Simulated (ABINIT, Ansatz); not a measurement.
# RbSnH3 (Pm-3m): zone-centre phonons, part 3 of 4

Aim: the zone-centre modes of RbSnH3 (Pm-3m).

ABINIT 10.8.3; DFT LDA, scalar-relativistic, plane waves, PseudoDojo norm-conserving pseudopotentials.

So far. Step 3 (Ground state): The cell stands at -0.52 GPa: the relaxation ran with a smoothed and higher cutoff, and the difference is a stress of the finite basis. Step 4 (Zone-centre response): The acoustic modes at Γ come out as far as 3.0 cm⁻¹ from zero, where they should vanish, a small numerical error. The lowest optical mode is imaginary, 1215i cm⁻¹, an instability at this level and on this k mesh. The relaxed cell has a = 4.284 Å (conventional setting).

The structure was built from a prototype and need not be the compound's stable phase.

### Step 5. Zone-centre analysis

anaddb reads the merged derivatives and imposes the acoustic sum rule.

Input file anaddb.abi:

```
ddb_filepath "gamma_DDB"
output_file "anaddb.abo"
outdata_prefix "anaddb"
asr 1
chneut 1
enunit 2
eivec 1
nph1l 1
qph1l 0.0 0.0 0.0 1.0
```

Input file mrgddb.in:

```
gamma_DDB
merged
2
dfpt_gammao_DDB
gso_DDB
```

Run with:

```console
mrgddb < mrgddb.in > mrgddb.log
OMP_NUM_THREADS=1 anaddb anaddb.abi > anaddb.log
```

anaddb.abo, the main output file:

```text
-outvars_anaddb: echo values of input variables ----------------------

 Miscellaneous information :
      enunit         2
       eivec         1
         asr         1
 First list of wavevector (reduced coord.) :
       nph1l         1
       qph1l
                     0.00000000E+00  0.00000000E+00  0.00000000E+00    1.000E+00

================================================================================

 read the DDB information and perform some checks

  ==== Info on the Cryst% object ====
 Real(R)+Recip(G) space primitive vectors, cartesian coordinates (Bohr,Bohr^-1):
 R(1)=  8.0964568  0.0000000  0.0000000  G(1)=  0.1235108  0.0000000  0.0000000
 R(2)=  0.0000000  8.0964568  0.0000000  G(2)=  0.0000000  0.1235108  0.0000000
 R(3)=  0.0000000  0.0000000  8.0964568  G(3)=  0.0000000  0.0000000  0.1235108
 Unit cell volume ucvol=  5.3074389E+02 bohr^3
 Angles (23,13,12)=  9.00000000E+01  9.00000000E+01  9.00000000E+01 degrees
 Time-reversal symmetry is present
 Reduced atomic positions [iatom, xred, symbol]:
    1)    0.0000000  0.0000000  0.0000000  Rb
    2)    0.5000000  0.5000000  0.5000000  Sn
    3)    0.5000000  0.5000000  0.0000000   H
    4)    0.5000000  0.0000000  0.5000000   H
    5)    0.0000000  0.5000000  0.5000000   H

 DDB file with 3 blocks has been read.

================================================================================

 Treat the first list of vectors

  Phonon wavevector (reduced coordinates) :  0.00000  0.00000  0.00000
 Phonon energies in Hartree :
  -5.534649E-03 -5.534649E-03 -5.534649E-03  0.000000E+00  0.000000E+00
   0.000000E+00  3.768803E-04  3.768803E-04  3.768803E-04  2.542608E-03
   2.542608E-03  2.542608E-03  2.628161E-03  2.628161E-03  2.628161E-03
 Phonon energies in meV     :
- -1.506055E+02 -1.506055E+02 -1.506055E+02  0.000000E+00  0.000000E+00
-  0.000000E+00  1.025543E+01  1.025543E+01  1.025543E+01  6.918789E+01
-  6.918789E+01  6.918789E+01  7.151590E+01  7.151590E+01  7.151590E+01
 Phonon frequencies in cm-1    :
- -1.214715E+03 -1.214715E+03 -1.214715E+03  0.000000E+00  0.000000E+00
-  0.000000E+00  8.271566E+01  8.271566E+01  8.271566E+01  5.580380E+02
-  5.580380E+02  5.580380E+02  5.768147E+02  5.768147E+02  5.768147E+02
 Phonon frequencies in Thz     :
- -3.641624E+01 -3.641624E+01 -3.641624E+01  0.000000E+00  0.000000E+00
-  0.000000E+00  2.479753E+00  2.479753E+00  2.479753E+00  1.672956E+01
-  1.672956E+01  1.672956E+01  1.729247E+01  1.729247E+01  1.729247E+01
 Phonon energies in Kelvin  :
- -1.747704E+03 -1.747704E+03 -1.747704E+03  0.000000E+00  0.000000E+00
-  0.000000E+00  1.190094E+02  1.190094E+02  1.190094E+02  8.028921E+02
-  8.028921E+02  8.028921E+02  8.299076E+02  8.299076E+02  8.299076E+02

 Eigendisplacements
 (will be given, for each mode : in cartesian coordinates
   for each atom the real part of the displacement vector,
   then the imaginary part of the displacement vector - absolute values smaller than 1.0d-7 are set to zero)
  Mode number    1   Energy   -5.534649E-03
 Attention : low frequency mode.
   (Could be unstable or acoustic mode)
-  1  4.97939772E-05  0.00000000E+00  0.00000000E+00
-     0.00000000E+00  0.00000000E+00  0.00000000E+00
-  2  1.54247867E-04  0.00000000E+00  0.00000000E+00
-     0.00000000E+00  0.00000000E+00  0.00000000E+00
-  3  4.33860503E-04  0.00000000E+00  0.00000000E+00
-     0.00000000E+00  0.00000000E+00  0.00000000E+00
-  4  4.33860503E-04  1.35902254E-06  0.00000000E+00
-     0.00000000E+00  0.00000000E+00  0.00000000E+00
-  5 -2.32566041E-02  0.00000000E+00  0.00000000E+00
-     0.00000000E+00  0.00000000E+00  0.00000000E+00
  Mode number    2   Energy   -5.534649E-03
 Attention : low frequency mode.
   (Could be unstable or acoustic mode)
-  1  0.00000000E+00  4.97939772E-05  0.00000000E+00
-     0.00000000E+00  0.00000000E+00  0.00000000E+00
-  2  0.00000000E+00  1.54247867E-04  0.00000000E+00
-     0.00000000E+00  0.00000000E+00  0.00000000E+00
-  3  0.00000000E+00  4.33860503E-04  0.00000000E+00
-     0.00000000E+00  0.00000000E+00  0.00000000E+00
-  4  0.00000000E+00 -2.32566041E-02  0.00000000E+00
-     0.00000000E+00  0.00000000E+00  0.00000000E+00
-  5 -1.35902254E-06  4.33860503E-04  0.00000000E+00
-     0.00000000E+00  0.00000000E+00  0.00000000E+00
  Mode number    3   Energy   -5.534649E-03
 Attention : low frequency mode.
   (Could be unstable or acoustic mode)
-  1  0.00000000E+00  0.00000000E+00  4.97939773E-05
-     0.00000000E+00  0.00000000E+00  0.00000000E+00
-  2  0.00000000E+00  0.00000000E+00  1.54247867E-04
-     0.00000000E+00  0.00000000E+00  0.00000000E+00
-  3  0.00000000E+00  0.00000000E+00 -2.32566041E-02
-     0.00000000E+00  0.00000000E+00  0.00000000E+00
-  4  0.00000000E+00  0.00000000E+00  4.33860504E-04
-     0.00000000E+00  0.00000000E+00  0.00000000E+00
-  5  0.00000000E+00  0.00000000E+00  4.33860504E-04
-     0.00000000E+00  0.00000000E+00  0.00000000E+00
  Mode number    4   Energy    0.000000E+00
 Attention : low frequency mode.
   (Could be unstable or acoustic mode)
-  1  0.00000000E+00  0.00000000E+00  1.62711654E-03
-     0.00000000E+00  0.00000000E+00  0.00000000E+00
-  2  0.00000000E+00  0.00000000E+00  1.62714641E-03
-     0.00000000E+00  0.00000000E+00  0.00000000E+00
-  3  0.00000000E+00  0.00000000E+00  1.62713439E-03
-     0.00000000E+00  0.00000000E+00  0.00000000E+00
-  4  0.00000000E+00  0.00000000E+00  1.62716487E-03
-     0.00000000E+00  0.00000000E+00  0.00000000E+00
-  5  0.00000000E+00  0.00000000E+00  1.62716487E-03
-     0.00000000E+00  0.00000000E+00  0.00000000E+00
  Mode number    5   Energy    0.000000E+00
 Attention : low frequency mode.
   (Could be unstable or acoustic mode)
-  1  4.53101968E-07 -1.62711648E-03  0.00000000E+00
-     0.00000000E+00  0.00000000E+00  0.00000000E+00
-  2  4.53110286E-07 -1.62714635E-03  0.00000000E+00
-     0.00000000E+00  0.00000000E+00  0.00000000E+00
-  3  4.53115427E-07 -1.62716481E-03  0.00000000E+00
-     0.00000000E+00  0.00000000E+00  0.00000000E+00
-  4  4.53115427E-07 -1.62713433E-03  0.00000000E+00
-     0.00000000E+00  0.00000000E+00  0.00000000E+00
-  5  4.53106940E-07 -1.62716481E-03  0.00000000E+00
-     0.00000000E+00  0.00000000E+00  0.00000000E+00
  Mode number    6   Energy    0.000000E+00
 Attention : low frequency mode.
   (Could be unstable or acoustic mode)
-  1  1.62711648E-03  4.53101982E-07  0.00000000E+00
-     0.00000000E+00  0.00000000E+00  0.00000000E+00
-  2  1.62714635E-03  4.53110299E-07  0.00000000E+00
-     0.00000000E+00  0.00000000E+00  0.00000000E+00
-  3  1.62716481E-03  4.53115441E-07  0.00000000E+00
-     0.00000000E+00  0.00000000E+00  0.00000000E+00
-  4  1.62716481E-03  4.53106953E-07  0.00000000E+00
-     0.00000000E+00  0.00000000E+00  0.00000000E+00
-  5  1.62713433E-03  4.53115441E-07  0.00000000E+00
-     0.00000000E+00  0.00000000E+00  0.00000000E+00
  Mode number    7   Energy    3.768803E-04
-  1  0.00000000E+00  0.00000000E+00  1.94092955E-03
-     0.00000000E+00  0.00000000E+00  0.00000000E+00
-  2  0.00000000E+00  0.00000000E+00 -1.37287042E-03
-     0.00000000E+00  0.00000000E+00  0.00000000E+00
-  3  0.00000000E+00  0.00000000E+00 -7.59713555E-04
-     0.00000000E+00  0.00000000E+00  0.00000000E+00
-  4  0.00000000E+00  0.00000000E+00 -1.06391333E-03
-     0.00000000E+00  0.00000000E+00  0.00000000E+00
-  5  0.00000000E+00  0.00000000E+00 -1.06391333E-03
-     0.00000000E+00  0.00000000E+00  0.00000000E+00
  Mode number    8   Energy    3.768803E-04
-  1  1.32449122E-07  1.94092955E-03  0.00000000E+00
-     0.00000000E+00  0.00000000E+00  0.00000000E+00
-  2  0.00000000E+00 -1.37287042E-03  0.00000000E+00
-     0.00000000E+00  0.00000000E+00  0.00000000E+00
-  3  0.00000000E+00 -1.06391333E-03  0.00000000E+00
-     0.00000000E+00  0.00000000E+00  0.00000000E+00
-  4  0.00000000E+00 -7.59713553E-04  0.00000000E+00
-     0.00000000E+00  0.00000000E+00  0.00000000E+00
-  5  0.00000000E+00 -1.06391333E-03  0.00000000E+00
-     0.00000000E+00  0.00000000E+00  0.00000000E+00
  Mode number    9   Energy    3.768803E-04
-  1  1.94092955E-03 -1.32449124E-07  0.00000000E+00
-     0.00000000E+00  0.00000000E+00  0.00000000E+00
-  2 -1.37287042E-03  0.00000000E+00  0.00000000E+00
-     0.00000000E+00  0.00000000E+00  0.00000000E+00
-  3 -1.06391333E-03  0.00000000E+00  0.00000000E+00
-     0.00000000E+00  0.00000000E+00  0.00000000E+00
-  4 -1.06391333E-03  0.00000000E+00  0.00000000E+00
-     0.00000000E+00  0.00000000E+00  0.00000000E+00
-  5 -7.59713553E-04  0.00000000E+00  0.00000000E+00
-     0.00000000E+00  0.00000000E+00  0.00000000E+00
  Mode number   10   Energy    2.542608E-03
-  1  0.00000000E+00  0.00000000E+00  0.00000000E+00
-     0.00000000E+00  0.00000000E+00  0.00000000E+00
-  2  0.00000000E+00  0.00000000E+00  0.00000000E+00
-     0.00000000E+00  0.00000000E+00  0.00000000E+00
-  3  0.00000000E+00  4.98427755E-07  0.00000000E+00
-     0.00000000E+00  0.00000000E+00  0.00000000E+00
-  4  0.00000000E+00  0.00000000E+00 -1.64963404E-02
-     0.00000000E+00  0.00000000E+00  0.00000000E+00
-  5  0.00000000E+00 -4.98427755E-07  1.64963404E-02
-     0.00000000E+00  0.00000000E+00  0.00000000E+00
  Mode number   11   Energy    2.542608E-03
-  1  0.00000000E+00  0.00000000E+00  0.00000000E+00
-     0.00000000E+00  0.00000000E+00  0.00000000E+00
-  2  0.00000000E+00  0.00000000E+00  0.00000000E+00
-     0.00000000E+00  0.00000000E+00  0.00000000E+00
-  3  8.55091178E-07  1.64963404E-02  0.00000000E+00
-     0.00000000E+00  0.00000000E+00  0.00000000E+00
-  4 -8.55091178E-07  0.00000000E+00  4.98427756E-07
-     0.00000000E+00  0.00000000E+00  0.00000000E+00
-  5  0.00000000E+00 -1.64963404E-02 -4.98427756E-07
-     0.00000000E+00  0.00000000E+00  0.00000000E+00
  Mode number   12   Energy    2.542608E-03
-  1  0.00000000E+00  0.00000000E+00  0.00000000E+00
-     0.00000000E+00  0.00000000E+00  0.00000000E+00
-  2  0.00000000E+00  0.00000000E+00  0.00000000E+00
-     0.00000000E+00  0.00000000E+00  0.00000000E+00
-  3  1.64963404E-02 -8.55091179E-07  0.00000000E+00
-     0.00000000E+00  0.00000000E+00  0.00000000E+00
-  4 -1.64963404E-02  0.00000000E+00  0.00000000E+00
-     0.00000000E+00  0.00000000E+00  0.00000000E+00
-  5  0.00000000E+00  8.55091179E-07  0.00000000E+00
-     0.00000000E+00  0.00000000E+00  0.00000000E+00
  Mode number   13   Energy    2.628161E-03
-  1  0.00000000E+00  0.00000000E+00  3.68968697E-05
-     0.00000000E+00  0.00000000E+00  0.00000000E+00
-  2  0.00000000E+00  0.00000000E+00  2.54962483E-04
-     0.00000000E+00  0.00000000E+00  0.00000000E+00
-  3  0.00000000E+00 -5.80691797E-07 -4.05128503E-04
-     0.00000000E+00  0.00000000E+00  0.00000000E+00
-  4  0.00000000E+00  0.00000000E+00 -1.63756354E-02
-     0.00000000E+00  0.00000000E+00  0.00000000E+00
-  5  0.00000000E+00 -5.80691797E-07 -1.63756354E-02
-     0.00000000E+00  0.00000000E+00  0.00000000E+00
  Mode number   14   Energy    2.628161E-03
-  1  0.00000000E+00  3.68968697E-05  0.00000000E+00
-     0.00000000E+00  0.00000000E+00  0.00000000E+00
-  2  0.00000000E+00  2.54962483E-04  0.00000000E+00
-     0.00000000E+00  0.00000000E+00  0.00000000E+00
-  3 -9.69501663E-07 -1.63756354E-02  0.00000000E+00
-     0.00000000E+00  0.00000000E+00  0.00000000E+00
-  4 -9.69501663E-07 -4.05128503E-04  5.80692508E-07
-     0.00000000E+00  0.00000000E+00  0.00000000E+00
-  5  0.00000000E+00 -1.63756354E-02  5.80692508E-07
-     0.00000000E+00  0.00000000E+00  0.00000000E+00
  Mode number   15   Energy    2.628161E-03
-  1  3.68968697E-05  0.00000000E+00  0.00000000E+00
-     0.00000000E+00  0.00000000E+00  0.00000000E+00
-  2  2.54962483E-04  0.00000000E+00  0.00000000E+00
-     0.00000000E+00  0.00000000E+00  0.00000000E+00
-  3 -1.63756354E-02  9.69502090E-07  0.00000000E+00
-     0.00000000E+00  0.00000000E+00  0.00000000E+00
-  4 -1.63756354E-02  0.00000000E+00  0.00000000E+00
-     0.00000000E+00  0.00000000E+00  0.00000000E+00
-  5 -4.05128503E-04  9.69502090E-07  0.00000000E+00
-     0.00000000E+00  0.00000000E+00  0.00000000E+00

 Analysis of degeneracies and characters (maximum tolerance=1.00E-06 a.u.)
 For each vibration mode, or group of modes if degenerate,
 the characters are given for each symmetry operation (see the list in the log file).
 Symmetry characters of vibration mode #   1
       degenerate with vibration modes #   2 to    3
  3.0 -3.0 -1.0  1.0 -1.0  1.0 -1.0  1.0  1.0 -1.0 -1.0  1.0  1.0 -1.0 -1.0  1.0
  0.0 -0.0 -0.0  0.0 -0.0  0.0  0.0 -0.0  1.0 -1.0 -1.0  1.0 -1.0  1.0  1.0 -1.0
  0.0 -0.0 -0.0  0.0  0.0 -0.0 -0.0  0.0  1.0 -1.0  1.0 -1.0 -1.0  1.0 -1.0  1.0
 Symmetry characters of vibration mode #   4
       degenerate with vibration modes #   5 to    6
  3.0 -3.0 -1.0  1.0 -1.0  1.0 -1.0  1.0  1.0 -1.0 -1.0  1.0  1.0 -1.0 -1.0  1.0
 -0.0  0.0 -0.0  0.0  0.0 -0.0  0.0 -0.0  1.0 -1.0 -1.0  1.0 -1.0  1.0  1.0 -1.0
 -0.0  0.0  0.0 -0.0  0.0 -0.0 -0.0  0.0  1.0 -1.0  1.0 -1.0 -1.0  1.0 -1.0  1.0
 Symmetry characters of vibration mode #   7
       degenerate with vibration modes #   8 to    9
  3.0 -3.0 -1.0  1.0 -1.0  1.0 -1.0  1.0  1.0 -1.0 -1.0  1.0  1.0 -1.0 -1.0  1.0
  0.0 -0.0  0.0 -0.0 -0.0  0.0 -0.0  0.0  1.0 -1.0 -1.0  1.0 -1.0  1.0  1.0 -1.0
  0.0 -0.0 -0.0  0.0 -0.0  0.0  0.0 -0.0  1.0 -1.0  1.0 -1.0 -1.0  1.0 -1.0  1.0
 Symmetry characters of vibration mode #  10
       degenerate with vibration modes #  11 to   12
  3.0 -3.0 -1.0  1.0 -1.0  1.0 -1.0  1.0 -1.0  1.0  1.0 -1.0 -1.0  1.0  1.0 -1.0
 -0.0  0.0 -0.0  0.0  0.0 -0.0  0.0 -0.0 -1.0  1.0  1.0 -1.0  1.0 -1.0 -1.0  1.0
 -0.0  0.0  0.0 -0.0  0.0 -0.0 -0.0  0.0 -1.0  1.0 -1.0  1.0  1.0 -1.0  1.0 -1.0
 Symmetry characters of vibration mode #  13
       degenerate with vibration modes #  14 to   15
  3.0 -3.0 -1.0  1.0 -1.0  1.0 -1.0  1.0  1.0 -1.0 -1.0  1.0  1.0 -1.0 -1.0  1.0
 -0.0  0.0 -0.0  0.0  0.0 -0.0  0.0 -0.0  1.0 -1.0 -1.0  1.0 -1.0  1.0  1.0 -1.0
 -0.0  0.0  0.0 -0.0  0.0 -0.0 -0.0  0.0  1.0 -1.0  1.0 -1.0 -1.0  1.0 -1.0  1.0
-
```

Wall time 0.51 s (1 thread of Arm Neoverse V2, shared host).

No LO-TO term; unit eigenvectors of the mass-weighted matrix, from anaddb's displacements. Modes at Γ, with each element's share of the kinetic energy (negative means imaginary):

```
mode  frequency (cm⁻¹)  symmetry  Rb %  Sn %  H %
   1           -1214.7       T1u     0     1   99
   2           -1214.7       T1u     0     1   99
   3           -1214.7       T1u     0     1   99
   4               0.0  acoustic    41    57    1
   5               0.0  acoustic    41    57    1
   6               0.0  acoustic    41    57    1
   7              82.7       T1u    59    41    1
   8              82.7       T1u    59    41    1
   9              82.7       T1u    59    41    1
  10             558.0       T2u     0     0  100
  11             558.0       T2u     0     0  100
  12             558.0       T2u     0     0  100
  13             576.8       T1u     0     1   99
  14             576.8       T1u     0     1   99
  15             576.8       T1u     0     1   99
```

Displacements in mode 3 (-1214.7 cm⁻¹), the largest set to 1:
```
Rb1  0.00  0.00  0.00
Sn2  0.00  0.00  0.01
H3   0.00  0.00 -1.00
H4   0.00  0.00  0.02
H5   0.00  0.00  0.02
```

Displacements in mode 13 (576.8 cm⁻¹), the largest set to 1:
```
Rb1  0.00  0.00  0.00
Sn2  0.00  0.00  0.02
H3   0.00  0.00 -0.02
H4   0.00  0.00 -1.00
H5   0.00  0.00 -1.00
```

The rule moves no optical mode by more than 0.2 cm⁻¹.

(Continued in part 4 of 4.)

[Host names and launcher messages were left out of these logs when they were recorded.]

[Logs are printed without paths, hosts, clocks, repeated set-up lines and the standing remarks that a program may print on its own settings, such as how far it seeks lower states.]

[Hosts, paths, dates, database ids (printed as entryN), source tags and the programs' standing remarks are cut or masked in the printed files.]
